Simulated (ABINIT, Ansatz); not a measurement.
An input for ABINIT 10.8.3 (CsPbCl3 (R32)):

```
acell 3*1.0 Angstrom
rprim 
  4.003155115600 2.311222683600 3.295555457400
  -4.003155115600 2.311222683600 3.295555457400
  0.000000000000 -4.622445367199 3.295555457400
ntypat 3
znucl 55 82 17
natom 5
typat 1 2 3 3 3
xred 
  0.500000000000 0.500000000000 0.500000000000
  0.000000000000 -0.000000000000 0.000000000000
  0.500000000000 0.018600300000 0.981399700000
  0.018600300000 0.981399700000 0.500000000000
  0.981399700000 0.500000000000 0.018600300000
pp_dirpath "pseudos"
pseudos "Cs.upf, Pb.upf, Cl.upf"
ecut 24
ngkpt 2 2 2
nshiftk 1
shiftk 0 0 0
kptopt 1
chksymbreak 0
istwfk *1
occopt 1
irdwfk 1
optdriver 99
bs_calctype 1
mbpt_sciss 1.418 eV
bs_loband 14
nband 32
bs_exchange_term 1
bs_coulomb_term 21
bs_coupling 0
bs_algorithm 2
bs_freq_mesh 0 9 0.05 eV
zcut 0.15 eV
ecuteps 3.6
ecutwfn 12
inclvkb 2
mdf_epsinf 3.97
irdden 1
bs_haydock_niter 300
bs_haydock_tol -0.02 0
indata_prefix "in"
outdata_prefix "out"
tmpdata_prefix "tmp"
```

```sh
OMP_NUM_THREADS=1 mpirun -n 4 abinit run.abi > log
```

Estimate wall time and host memory on 4 MPI ranks of Arm Neoverse N1, shared host.

It took 44 s; on shared hardware allow 22 s to 87 s. Peak host memory was 0.4 GiB.

The kernel grows as the square of the matrix size, and full diagonalisation as its cube.

[Paths, hosts, dates, memory and timing lines, banners, echoed tables and standing remarks are left out of the program output.]

[Logs are printed without paths, hosts, clocks, repeated set-up lines and the standing remarks that a program may print on its own settings, such as how far it seeks lower states.]

[Runs of the session that timed out or met a known fault of the program may be left out.]

[Hosts, paths, dates, database ids (printed as entryN), source tags and the programs' standing remarks are cut or masked in the printed files.]

[G0W0 gaps are taken among the corrected bands and points alone; a level outside them can change the order at an edge.]

[Where Ansatz stands beside ABINIT at settings called matched, ABINIT's density can come from a denser mesh and the files from another edition; pairs whose starting gaps differed by over 0.03 eV were left out, so agreement reads better than it is.]
